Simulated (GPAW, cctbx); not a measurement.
# By hand: from a DFT structure factor to an extinction distance in Li2ZnAsI6

Li2ZnAsI6, Fm-3m (no. 225), a = 11.5672 Å, b = 11.5672 Å, c = 11.5672 Å, α = 90.00°, β = 90.00°, γ = 90.00°.

| atom | mult. | x | y | z |
| --- | --- | --- | --- | --- |
| I1 | 24 | 0 | 0 | 0.7505 |
| As1 | 4 | 0 | 0 | 0 |
| Zn1 | 4 | 1/2 | 0 | 0 |
| Li1 | 8 | 1/4 | 3/4 | 3/4 |

The cell comes from substitution in a known structure type and wasn't matched to any measured phase.

A DFT run (GPAW, PBE, 550 eV, 3×3×3 k-points, Fermi–Dirac width 0.05 eV) gives the static X-ray structure factor of 020 as 620.574 e for the conventional cell; superposed free atoms give 619.193 e. **Problem.** Find the Fourier component V of the crystal potential and the two-beam extinction distance at 120 kV in both cases.

### 1. Geometry

The cell volume is Ω = 1547.68 Å³ and d(020) = 5.7836 Å, so g = 1/d = 0.1729 Å⁻¹.

### 2. The nuclei

Electrons feel nuclei as well as electrons, so the nuclear charges are summed with the same phases.

Phase sums Σ exp(2πi h·x), turned so that the total is real and positive: I +8.000, As +4.000, Zn +4.000, Li -8.000. Then F_Z = 53 × (+8.000) + 33 × (+4.000) + 30 × (+4.000) + 3 × (-8.000) = 652.01 e. The electron term has the same sign for this reflection.

### 3. Mott–Bethe

Poisson's equation, term by term, gives V = (e/4πε₀)(F_Z − F)/(πΩg²), with e/4πε₀ = 14.3996 V Å.

The prefactor is 14.3996 × 5.7836²/(π × 1547.68) = 0.09906 V per electron. Free atoms: (652.01 − 619.193) × 0.09906 = 3.251 V. Crystal: (652.01 − 620.574) × 0.09906 = 3.114 V. F changes by +0.22 % and V by -4.2 %: the same 1.38 e is measured against F_Z − F = 32.8 e in place of F = 619.2 e.

### 4. Extinction distance

In the two-beam case ξ = 1/(λU) with U = 2γm₀eV/h², that is ξ = 150.41 V Å²/(γλV).

At 120 kV, λ = 0.03349 Å and γ = 1.2348. Free atoms: ξ = 1119 Å. Crystal: ξ = 1168 Å. The thickness fringes go as sin²(πt/ξ), so the two patterns slip by a quarter of a period when t|1/ξ₁ − 1/ξ₀| = 1/4, at t ≈ 665 nm. Thermal motion, absorption and many-beam coupling, left out here, change a real pattern.

### 5. Answer

V(020) is 3.11 V against 3.25 V, and ξ is 1168 against 1119 Å. Limits: static atoms, two beams.
